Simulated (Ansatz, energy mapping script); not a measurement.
# Spin model of NiI2 from collinear orders

How strongly do the moments of NiI2 couple under LDA+U (6.6 eV)? The plan is to run several orders and fit a Heisenberg model.

Main program and level: Ansatz 0.2.0; LDA with U = 6.6 eV on Ni d, ortho-atomic projectors; plane waves, U on orthogonalised atomic orbitals unless named otherwise, collinear spin, no spin–orbit coupling.

The database entry behind the starting cell differs from later determinations by our own check (an axis about 0.9 % short against later determinations), so it need not match the best structure at ambient conditions.

## (1) The starting structure

It takes space group R-3m (No. 166, trigonal). The conventional cell has a = 3.892 Å, b = 3.892 Å, c = 19.634 Å, α = 90.00°, β = 90.00°, γ = 120.00°. Nearest to Ni lie 6 I at 2.78 Å. Nearest to I lie 3 Ni at 2.78 Å. Farther neighbours and most contacts between anions are not listed.

Structure file:

```cif
data_structure
_symmetry_space_group_name_H-M 'P 1'
_symmetry_Int_Tables_number 1
_cell_length_a 6.9197
_cell_length_b 6.9197
_cell_length_c 6.9197
_cell_angle_alpha 32.667
_cell_angle_beta 32.667
_cell_angle_gamma 32.667
_cell_volume 85.85
loop_
_atom_site_label
_atom_site_type_symbol
_atom_site_fract_x
_atom_site_fract_y
_atom_site_fract_z
_atom_site_occupancy
Ni1 Ni 0.00000 0.00000 0.00000 1
I2 I 0.25000 0.25000 0.25000 1
I3 I 0.75000 0.75000 0.75000 1
```

The U corrects the self-interaction that lets semilocal functionals spread d and f electrons too far. Its value here is typed, not computed.

## (2) A run to fix the orbital filling

A corrected shell can settle in several orbital fillings. One parallel run, with an occupation width a fifth wider than the orders use, therefore is to supply the occupation matrices. All orders start from them.

input.yaml

```yaml
crystal:
  lattice:
    - [1.946, 1.123523624, 6.544666667]
    - [-1.946, 1.123523624, 6.544666667]
    - [0.0, -2.247047248, 6.544666667]
  atoms:
    - { symbol: Ni, position: [0.0, 0.0, 0.0], spin: 2.0 }
    - { symbol: I, position: [0.25, 0.25, 0.25] }
    - { symbol: I, position: [0.75, 0.75, 0.75] }
magnetization:
  spin_polarized: true
kpoints:
  mp_grid: { grid: [8, 8, 8] }
hamiltonian:
  xc: lda
  hubbard:
    sites: [{ species: Ni, l: d, u_eff: 6.6 }]
    projectors: ortho-atomic
scf:
  occupations: { method: fermi_dirac, width: 0.06 }
output:
  eigenvalues: true
```

On the command line:

```
> ansatz run input.yaml --threads 4 --pin off --max-ram 8192MiB --backend cpu --events-out ev --progress --plain --runs-dir out
```

Numbers of over 12 decimals in the logs are rounded to 6 here.

Log:

```text
basis.fft_grid_basis auto: the FFT boxes are laid along the combinations [[1, 0, -1], [0, 1, -1], [0, 0, 1]] of the cell's own vectors, 3.892, 3.892 and 6.920 Å long. The dense box has 27×27×48 points. Along the cell's own vectors, as sized, it would have 48×48×48, 3.16 times as many. Of the 12 symmetry operations that the crystal satisfies within crystal.symmetry.tolerance (time reversal apart; of a slab, those that [...]
Engine: ansatz 0.2.0, aarch64-unknown-linux-gnu
Pseudopotentials: kind: paw
Pseudopotential: Ni, paw, valence charge 18, recommended cutoff 420 eV (normal), Ni.paw.azcp
Pseudopotential: I, paw, valence charge 17, recommended cutoff 420 eV (normal), I.paw.azcp
Functional definition: SPW92
  exchange = slater_x
  correlation = pw_c
Crystal: 3 atoms, lattice volume = 85.855 Å³
Basis set: ecut = 420 eV, 1713 PW (Γ), FFT grids on a1−a3, a2−a3, a3
Bands: 33, of which v1, the nominal top of the filled ones, is band 26 counted from 1 (25 counted from 0)
Symmetry: 12 space group operations
Space group: R-3m (ITA 166), of the structure as read, at distance tolerance 4.4e-5 Å
Magnetic group: BNS 166.97 (UNI 1327), of the structure as read, at distance tolerance 4.4e-5 Å
k-points: 65 of 512
Non-local potential: Ni, projectors of the file, l = 0: 3, l = 1: 2, l = 2: 3, l = 3: 1
Non-local potential: I, projectors of the file, l = 0: 2, l = 1: 2, l = 2: 2, l = 3: 2
PAW form: soft (Blöchl's): semilocal exchange-correlation on the pseudo side does not see the compensation charge
PAW frozen core: Ni, regenerated for the run's functional, and the local potential with it (the file was generated under x = pbe(κ = 0.804, μ = 0.219515), c = pbe(β = 0.066725))
PAW frozen core: I, regenerated for the run's functional, and the local potential with it (the file was generated under x = pbe(κ = 0.804, μ = 0.219515), c = pbe(β = 0.066725))
PAW one-centre angular grid: Ni, 590 points (default); XC on 64 Gauss nodes
PAW one-centre angular grid: I, 590 points (default); XC on 64 Gauss nodes
Initial density: superposition of atomic densities (chi_scale 0.1, normalization cell, long waves kept (reshape's long-wave potential 0.11 eV rms))
Starting moments: Σ|m| = 2 μB on 1 of 3 sites
Initial wavefunctions: pseudopotential atomic-orbital guess
Functional: x = slater, c = lda
SCF iter   1: F=—  HF=-20489.338408 eV  |F-HF|=—  |Δ(HF+E_count)|=         —  Δρ=2.02e-1 (↑2.60e-2 ↓2.02e-1)  dr2=4.83e1  dr2_m=6.70e0  M=0.306 μB ∫|m|=0.337 μB  β_m=0.30  ethr=3.10e-3  ⟨swp⟩=7.7  Hψ=19475  notcnv=0  defer=14
preconditioner: auto → Kerker (q_TF=auto, 2.510 Å⁻¹)  [metal: Δε(μ)=0.010 eV  Ē_g=11.846 eV  σ=0.060 eV  W_gap=0.04  n_scr=28 (ndim 8)  ℏωp=19.6 eV  f_vac=0.045  D(μ)=3.78/eV (n_scr^D=28)]
[...]
SCF iter  20: F=-20483.234980 eV  HF=-20483.234980 eV  |F-HF|=4.59e-8  |Δ(HF+E_count)|=   1.06e-7  Δρ=8.24e-6 (↑3.59e-6 ↓8.24e-6)  dr2=6.79e-8  dr2_m=1.76e-8  M=2.000 μB ∫|m|=2.025 μB  β_m=0.94  ethr=1.92e-10  ⟨swp⟩=10.3  Hψ=19709  notcnv=0
SCF iter  21: F=-20483.234980 eV  HF=-20483.234980 eV  |F-HF|=6.09e-9  |Δ(HF+E_count)|=   1.27e-8  Δρ=2.54e-6 (↑9.99e-7 ↓2.54e-6)  dr2=1.35e-8  dr2_m=1.31e-9  M=2.000 μB ∫|m|=2.025 μB  ethr=1.31e-10  ⟨swp⟩=2.0  Hψ=11949  notcnv=0
SCF 1 converged in 21 iterations: F = -20483.234980 eV  dr2 = 1.35e-8
[...]
Symmetry: 6 space group operations
k-points: 90 of 512
[...]
Starting moments: Σ|m| = 2 μB on 1 of 3 sites; this step starts from the density that it was given
[...]
spin=Collinear: Resta preconditioning applied to the charge; magnetization (m = ρ↑ − ρ↓) channel mixes plain (no charge-response kernel on spin).
[...]
SCF 2 converged in 4 iterations: F = -20483.234980 eV  dr2 = 5.11e-9
an SCF along what the orbitals of the run's state read of its open shells (or to have them read: on a GPU, or by another smearing), with 6 of the crystal's symmetry operations given up (90 k-points in place of 65), reached no lower state that the run goes on to. This is no proof of a minimum
SCF converged after 21 iterations
Magnetization: 1.9996 μB (26.9998 up, 25.0002 down)
Absolute magnetization: 2.0244 μB (∫|ρ↑−ρ↓|, with the PAW one-centre terms)
Spin contamination: 0.0032 ħ² per cell (⟨S²⟩ above its minimum at these occupations)
Per-site moments (μB) at R_I (Å): [(1.455242, 1.146591), (0.172358, 1.146591), (0.172358, 1.146591)]
Free energy (F): -20483.234980 eV
Harris-Foulkes:  -20483.234980 eV  (|F-HF|=6.09e-9)
Internal energy: -20483.234778 eV  (E = F + TS)
E sigma→0 (E₀):  -20483.234879 eV
Entropy (-TS):   -0.000201 eV (-0.067 meV/atom)
Fermi energy:    8.264949 eV
--- Per-component energies (eV) ---
  E_band       = -1186.795609
  E_kinetic    = 657.415473
  E_local      = -9023.926278  (includes V_loc(G=0)·N_el)
  E_nonlocal   = 474.022158
  E_hartree    = 4232.199932
  E_xc         = -336.377885
  E_vxc        = -363.110729  (∫ρ·V_xc dr)
  E_hubbard    = 1.507154  (on-site DFT+U / exact-exchange correction)
  E_vhub       = -25.260570  (the Hubbard potential's part of the band-sum identity)
  E_paw        = -10886.398377  (= ΣΔE_a)
  E_vpaw       = -1370.327871  (= ΣTr[D̂ρ^β])
  E_aug_tail   = 0.000559  (compensation charges beyond the density's cutoff)
  E_ewald      = -5603.674067
  E_core_change = 1.996551  (= ΣΔE_core)
  E_smearing   = -0.000201  (= −TS)
  E_closure    = 0.000000  (closes the sum)
  Σ components = -20483.234980   (vs F -20483.234980, Δ=0.00e0)
--- Band table (eV; the first three rows and the last of 130) ---
  k-point 0 ↑: bands = [... 22 lower, 7.4418, 7.6135, 7.6135, 7.7477, 7.7477, 11.3472, 12.5297, 14.4125, ... 3 higher]
  k-point 1 ↑: bands = [... 22 lower, 6.6374, 6.9826, 7.3427, 7.4918, 7.6789, 12.0556, 13.1580, 13.9781, ... 3 higher]
  k-point 2 ↑: bands = [... 22 lower, 5.2024, 5.6923, 6.8308, 7.2878, 7.4578, 11.9618, 13.4814, 14.7259, ... 3 higher]
  k-point 64 ↓: bands = [... 22 lower, 6.5344, 7.5766, 7.5766, 9.4003, 9.4003, 12.9349, 13.0328, 14.8673, ... 3 higher]
Occupation matrices written to <dir>
```

Run time: 28 s. Hardware: 4 threads of Arm Neoverse V1, shared host; peak memory 1.4 GiB; 1.8 min of CPU time.

Read from the output:

* final state: ferromagnetic
* electrons in the corrected shells: 8.568 e
* largest moment: 1.455 μB

## (3) Order 1: parallel, cell A of 6 atoms

Each cell gets its own parallel run on the same mesh, so that most of the mesh error cancels in the differences.

input.yaml

```yaml
crystal:
  lattice:
    - [-1.946, 3.370570872, 0.0]
    - [-5.838, -3.370570872, 0.0]
    - [1.946, 1.123523624, 6.544666667]
  atoms:
    - { symbol: Ni, position: [0.5, 0.5, 0.0], spin: 2.0 }
    - { symbol: Ni, position: [0.0, 0.0, 0.0], spin: 2.0 }
    - { symbol: I, position: [0.5, 0.75, 0.75] }
    - { symbol: I, position: [0.0, 0.25, 0.75] }
    - { symbol: I, position: [0.5, 0.25, 0.25] }
    - { symbol: I, position: [0.0, 0.75, 0.25] }
magnetization:
  spin_polarized: true
kpoints:
  mp_grid: { grid: [7, 5, 5] }
hamiltonian:
  xc: lda
  hubbard:
    sites:
      - { species: Ni, l: d, u_eff: 6.6 }
      - { site: 0, l: d, u_eff: 6.6, starting_ns: [{ spin: up, occupation_matrix: ni1_major }, { spin: down, occupation_matrix: ni1_minor }] }
      - { site: 1, l: d, u_eff: 6.6, starting_ns: [{ spin: up, occupation_matrix: ni1_major }, { spin: down, occupation_matrix: ni1_minor }] }
    projectors: ortho-atomic
    occupation_matrices:
      ni1_major:
        matrix:
          - [0.997, 0.0, 0.0, 0.0, 0.0]
          - [0.0, 0.997, 0.0, 0.0, 0.0]
          - [0.0, 0.0, 0.997, 0.0, 0.0]
          - [0.0, 0.0, 0.0, 0.997, 0.0]
          - [0.0, 0.0, 0.0, 0.0, 0.997]
      ni1_minor:
        matrix:
          - [0.993, 0.0, 0.0, 0.0, 0.0]
          - [0.0, 0.516, 0.0, 0.0, 0.32]
          - [0.0, 0.0, 0.516, 0.32, 0.0]
          - [0.0, 0.0, 0.32, 0.779, 0.0]
          - [0.0, 0.32, 0.0, 0.0, 0.779]
scf:
  occupations: { method: fermi_dirac, width: 0.05 }
output:
  eigenvalues: true
```

Log:

```text
[...]
Crystal: 6 atoms, lattice volume = 171.709 Å³
Basis set: ecut = 420 eV, 3375 PW (Γ)
Bands: 65, of which v1, the nominal top of the filled ones, is band 52 counted from 1 (51 counted from 0)
Symmetry: 8 space group operations
[...]
k-points: 52 of 175
[...]
Starting moments: Σ|m| = 4 μB on 2 of 6 sites
[...]
SCF iter   1: F=—  HF=-40977.728958 eV  |F-HF|=—  |Δ(HF+E_count)|=         —  Δρ=1.96e-1 (↑2.57e-2 ↓1.96e-1)  dr2=9.25e1  dr2_m=1.25e1  M=0.803 μB ∫|m|=0.855 μB  β_m=0.30  ethr=3.10e-3  ⟨swp⟩=7.3  Hψ=27314  notcnv=0  defer=56
[...]
SCF iter  14: F=-40966.469882 eV  HF=-40966.469882 eV  |F-HF|=2.01e-9  |Δ(HF+E_count)|=   4.63e-8  Δρ=5.63e-6 (↑1.82e-6 ↓5.63e-6)  dr2=3.78e-8  dr2_m=1.02e-8  M=4.000 μB ∫|m|=4.050 μB  ethr=9.62e-11  ⟨swp⟩=12.2  Hψ=34009  notcnv=0
SCF 1 converged in 14 iterations: F = -40966.469882 eV  dr2 = 3.78e-8
[...]
SCF converged after 14 iterations
Magnetization: 3.9998 μB (53.9999 up, 50.0001 down)
Absolute magnetization: 4.0492 μB (∫|ρ↑−ρ↓|, with the PAW one-centre terms)
[...]
Per-site moments (μB) at R_I (Å): [(1.455348, 1.146591), (1.455348, 1.146591), (0.172442, 1.146591), (0.172442, 1.146591), (0.172442, 1.146591), (0.172442, 1.146591)]
Free energy (F): -40966.469882 eV
[...]
Internal energy: -40966.469794 eV  (E = F + TS)
E sigma→0 (E₀):  -40966.469838 eV
Entropy (-TS):   -0.000088 eV (-0.015 meV/atom)
Fermi energy:    8.264219 eV
[...]
--- Specified on-site occupations, and those of the state reported ---
  electrons in the specified blocks: 17.1360 specified, 17.1361 found
  site 0 (l=d) ↓: largest change of an orbital's occupation 0.0008; electrons 3.5830 specified, 3.5834 found; spectral distance 0.0005
[...]
site 0 (l=d) ↑: largest change of an orbital's occupation 0.0005; electrons 4.9850 specified, 4.9846 found; spectral distance 0.0010
[...]
--- Band table (eV; the first three rows and the last of 104) ---
  k-point 0 ↑: bands = [... 48 lower, 7.5864, 7.6134, 7.6135, 7.6298, 7.7476, 7.7478, 10.0275, 11.3471, ... 9 higher]
  k-point 1 ↑: bands = [... 48 lower, 7.1668, 7.4865, 7.5123, 7.5125, 7.8456, 7.8458, 10.3931, 11.9266, ... 9 higher]
  k-point 2 ↑: bands = [... 48 lower, 6.4340, 7.2199, 7.4212, 7.4213, 7.9319, 7.9321, 11.0402, 12.6950, ... 9 higher]
  k-point 51 ↓: bands = [... 48 lower, 6.3367, 6.5529, 8.9784, 9.1162, 9.1235, 9.2112, 11.0844, 11.1109, ... 9 higher]
Occupation matrices written to <dir>
```

Run time: 29 s. Hardware: 4 threads; peak memory 1.2 GiB.

Spin moment in the sphere by atom:

```
atom  spin moment in the sphere (μB)
 Ni1                            1.46
 Ni2                            1.46
  I3                            0.17
  I4                            0.17
  I5                            0.17
  I6                            0.17
```

The run ends ferromagnetic.

## (4) Compensated +− start in cell A (6 atoms)

This order reverses 4 of the 6 neighbours at 3.89 Å, 4 of the 6 neighbours at 6.74 Å and 4 of the 6 neighbours at 6.92 Å, counted for an average magnetic atom.

Edit input.yaml of step 3 so:

```diff
@@ -7,3 +7,3 @@
     - { symbol: Ni, position: [0.5, 0.5, 0.0], spin: 2.0 }
-    - { symbol: Ni, position: [0.0, 0.0, 0.0], spin: 2.0 }
+    - { symbol: Ni, position: [0.0, 0.0, 0.0], spin: -2.0 }
     - { symbol: I, position: [0.5, 0.75, 0.75] }
@@ -22,3 +22,3 @@
       - { site: 0, l: d, u_eff: 6.6, starting_ns: [{ spin: up, occupation_matrix: ni1_major }, { spin: down, occupation_matrix: ni1_minor }] }
-      - { site: 1, l: d, u_eff: 6.6, starting_ns: [{ spin: up, occupation_matrix: ni1_major }, { spin: down, occupation_matrix: ni1_minor }] }
+      - { site: 1, l: d, u_eff: 6.6, starting_ns: [{ spin: up, occupation_matrix: ni1_minor }, { spin: down, occupation_matrix: ni1_major }] }
     projectors: ortho-atomic
```

Log:

```text
[...]
Crystal: 6 atoms, lattice volume = 171.709 Å³
Basis set: ecut = 420 eV, 3375 PW (Γ)
Bands: 65, of which v1, the nominal top of the filled ones, is band 52 counted from 1 (51 counted from 0)
Symmetry: 4 space group operations
[...]
k-points: 52 of 175
[...]
Starting moments: Σ|m| = 4 μB on 2 of 6 sites
Starting magnetic order: antiferromagnet; a translation exchanges its spin sublattices: spin-degenerate at every k-point
[...]
the translation (0.5, 0.5, 0) carries every atom to within crystal.symmetry.tolerance of an atom of its element with the starting moment reversed, but both spin channels are solved: the dense FFT box has an odd point count along it
SCF iter   1: F=—  HF=-40977.732118 eV  |F-HF|=—  |Δ(HF+E_count)|=         —  Δρ=1.40e-1 (↑1.40e-1 ↓1.40e-1)  dr2=9.25e1  dr2_m=1.25e1  M=-0.000 μB ∫|m|=0.679 μB  β_m=0.30  ethr=3.10e-3  ⟨swp⟩=7.0  Hψ=26757  notcnv=0  defer=148
[...]
SCF iter  18: F=-40966.458433 eV  HF=-40966.458433 eV  |F-HF|=2.79e-8  |Δ(HF+E_count)|=   3.33e-7  Δρ=4.66e-6 (↑4.66e-6 ↓4.47e-6)  dr2=2.73e-8  dr2_m=1.56e-8  M=0.000 μB ∫|m|=3.582 μB  ethr=5.75e-11  ⟨swp⟩=3.9  Hψ=20591  notcnv=0
SCF 1 converged in 18 iterations: F = -40966.458433 eV  dr2 = 2.73e-8
[...]
SCF converged after 18 iterations
Magnetization: 0.0000 μB (52.0000 up, 52.0000 down)
Absolute magnetization: 3.5765 μB (∫|ρ↑−ρ↓|, with the PAW one-centre terms)
[...]
Per-site moments (μB) at R_I (Å): [(1.455577, 1.146591), (-1.455567, 1.146591), (-0.057324, 1.146591), (0.057321, 1.146591), (-0.057324, 1.146591), (0.057321, 1.146591)]
Free energy (F): -40966.458433 eV
[...]
Internal energy: -40966.458406 eV  (E = F + TS)
E sigma→0 (E₀):  -40966.458419 eV
Entropy (-TS):   -0.000027 eV (-0.005 meV/atom)
Fermi energy:    8.210481 eV
[...]
--- Specified on-site occupations, and those of the state reported ---
  electrons in the specified blocks: 17.1360 specified, 17.1331 found
[...]
--- Band table (eV; the first three rows and the last of 104) ---
  k-point 0 ↑: bands = [... 48 lower, 7.6947, 7.6970, 7.7317, 7.7406, 9.2675, 9.3192, 10.1514, 11.4497, ... 9 higher]
  k-point 1 ↑: bands = [... 48 lower, 7.5271, 7.5835, 7.6785, 7.7462, 9.2459, 9.2473, 10.5187, 12.0312, ... 9 higher]
  k-point 2 ↑: bands = [... 48 lower, 7.3960, 7.4973, 7.5267, 7.6461, 9.2047, 9.2250, 11.1713, 12.7963, ... 9 higher]
  k-point 51 ↓: bands = [... 48 lower, 6.2533, 6.2758, 7.1861, 7.3019, 9.0377, 9.1435, 10.8825, 11.0475, ... 9 higher]
Occupation matrices written to <dir>
```

It took 37 s on 4 threads; peak memory 1.2 GiB.

Spin moment in the sphere by atom:

```csv
atom,spin moment in the sphere (μB)
Ni1,1.46
Ni2,-1.46
I3,-0.06
I4,0.06
I5,-0.06
I6,0.06
```

The run ends antiferromagnetic, 5.71 meV a magnetic atom above the parallel order of its cell.

## (5) Parallel start in cell B (9 atoms)

A new cell needs its own zero of energy.

input.yaml

```yaml
crystal:
  lattice:
    - [-5.838, -3.370570872, 0.0]
    - [-5.838, 3.370570872, 0.0]
    - [-1.946, -1.123523624, -6.544666667]
  atoms:
    - { symbol: Ni, position: [0.666666667, 0.666666667, 0.0], spin: 2.0 }
    - { symbol: Ni, position: [0.333333333, 0.333333333, 0.0], spin: 2.0 }
    - { symbol: Ni, position: [0.0, 0.0, 0.0], spin: 2.0 }
    - { symbol: I, position: [0.916666667, 0.666666667, 0.25] }
    - { symbol: I, position: [0.583333333, 0.333333333, 0.25] }
    - { symbol: I, position: [0.25, 0.0, 0.25] }
    - { symbol: I, position: [0.416666667, 0.666666667, 0.75] }
    - { symbol: I, position: [0.083333333, 0.333333333, 0.75] }
    - { symbol: I, position: [0.75, 0.0, 0.75] }
magnetization:
  spin_polarized: true
kpoints:
  mp_grid: { grid: [5, 5, 5] }
hamiltonian:
  xc: lda
  hubbard:
    sites:
      - { species: Ni, l: d, u_eff: 6.6 }
      - { site: 0, l: d, u_eff: 6.6, starting_ns: [{ spin: up, occupation_matrix: ni1_major }, { spin: down, occupation_matrix: ni1_minor }] }
      - { site: 1, l: d, u_eff: 6.6, starting_ns: [{ spin: up, occupation_matrix: ni1_major }, { spin: down, occupation_matrix: ni1_minor }] }
      - { site: 2, l: d, u_eff: 6.6, starting_ns: [{ spin: up, occupation_matrix: ni1_major }, { spin: down, occupation_matrix: ni1_minor }] }
    projectors: ortho-atomic
    occupation_matrices:
      ni1_major:
        matrix:
          - [0.997, 0.0, 0.0, 0.0, 0.0]
          - [0.0, 0.997, 0.0, 0.0, 0.0]
          - [0.0, 0.0, 0.997, 0.0, 0.0]
          - [0.0, 0.0, 0.0, 0.997, 0.0]
          - [0.0, 0.0, 0.0, 0.0, 0.997]
      ni1_minor:
        matrix:
          - [0.993, 0.0, 0.0, 0.0, 0.0]
          - [0.0, 0.516, 0.0, 0.0, 0.32]
          - [0.0, 0.0, 0.516, 0.32, 0.0]
          - [0.0, 0.0, 0.32, 0.779, 0.0]
          - [0.0, 0.32, 0.0, 0.0, 0.779]
scf:
  occupations: { method: fermi_dirac, width: 0.05 }
output:
  eigenvalues: true
```

Log:

```text
[...]
Crystal: 9 atoms, lattice volume = 257.564 Å³
Basis set: ecut = 420 eV, 5041 PW (Γ)
Bands: 98, of which v1, the nominal top of the filled ones, is band 78 counted from 1 (77 counted from 0)
Symmetry: 12 space group operations
[...]
k-points: 39 of 125
[...]
Starting moments: Σ|m| = 6 μB on 3 of 9 sites
[...]
k-point 0 ↑: bands = [... 74 lower, 6.8738, 6.8738, 7.4417, 7.6133, 7.6133, 7.7475, 7.7475, 11.3471, ... 16 higher]
  k-point 1 ↑: bands = [... 74 lower, 6.7881, 6.7910, 6.7910, 7.5122, 7.5122, 7.8456, 7.8456, 11.4696, ... 16 higher]
  k-point 2 ↑: bands = [... 74 lower, 6.5406, 6.8482, 6.8482, 7.4210, 7.4210, 7.9318, 7.9318, 11.4450, ... 16 higher]
  k-point 38 ↓: bands = [... 74 lower, 6.8579, 8.7697, 8.8859, 8.9055, 9.1330, 9.1384, 9.2710, 11.1701, ... 16 higher]
Occupation matrices written to <dir>
[key lines of the parts left out:]
SCF converged after 14 iterations
Magnetization: 5.9997 μB (80.9999 up, 75.0001 down)
Free energy (F): -61449.705865 eV
Fermi energy:    8.253486 eV
```

Wall time 42 s (4 threads); peak memory 1.9 GiB.

The run ends ferromagnetic. For each magnetic atom its energy differs from the parallel run of the first cell by -0.35 meV, an error that one common reference would have brought in.

(Part 1 of 2 ends here.)

[Logs and program files are shortened in this print: banners, set-up blocks, solver, clock and traceback lines can be left out without a mark of their own.]

[Logs are printed without paths, hosts, clocks, repeated set-up lines and the standing remarks that a program may print on its own settings, such as how far it seeks lower states.]

[Hosts, paths, dates, database ids (printed as entryN), source tags and the programs' standing remarks are cut or masked in the printed files.]

[Where a cell is said to come from a database of computed structures, the database is the Materials Project.]
